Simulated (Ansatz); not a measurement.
```
Ba Ag As
1.0
    -2.30125    2.30125    5.43360
     2.30125   -2.30125    5.43360
     2.30125    2.30125   -5.43360
Ba Ag As
1 2 2
Direct
  0.00000 0.00000 0.00000
  0.25000 0.75000 0.50000
  0.75000 0.25000 0.50000
  0.61580 0.61580 0.00000
  0.38420 0.38420 0.00000
```

**Question.** What reflectivity and colour does Ansatz, PBE, independent particles, without spin-orbit coupling, line width 0.15 eV (Gaussian), carrier damping 0.1 eV give for this metal?

**Answer.** Reflectivity along the first axis:

```csv
E (eV),R (%)
1.00,30.5
1.25,33.5
1.50,37.3
1.75,38.6
2.00,37.4
2.25,37.3
2.50,38.3
2.75,39.9
3.00,42.3
3.25,43.4
3.50,41.0
3.75,39.5
4.00,40.1
4.25,42.3
4.50,44.7
4.75,44.2
5.00,41.9
```

The colour is light grey: CIE x = 0.322, y = 0.333, luminous reflectivity 43 % under D65, from the mean over the axes. The mesh is 8×8×8, and the carriers' damping is typed.

[Logs are printed without paths, hosts, clocks, repeated set-up lines and the standing remarks that a program may print on its own settings, such as how far it seeks lower states.]
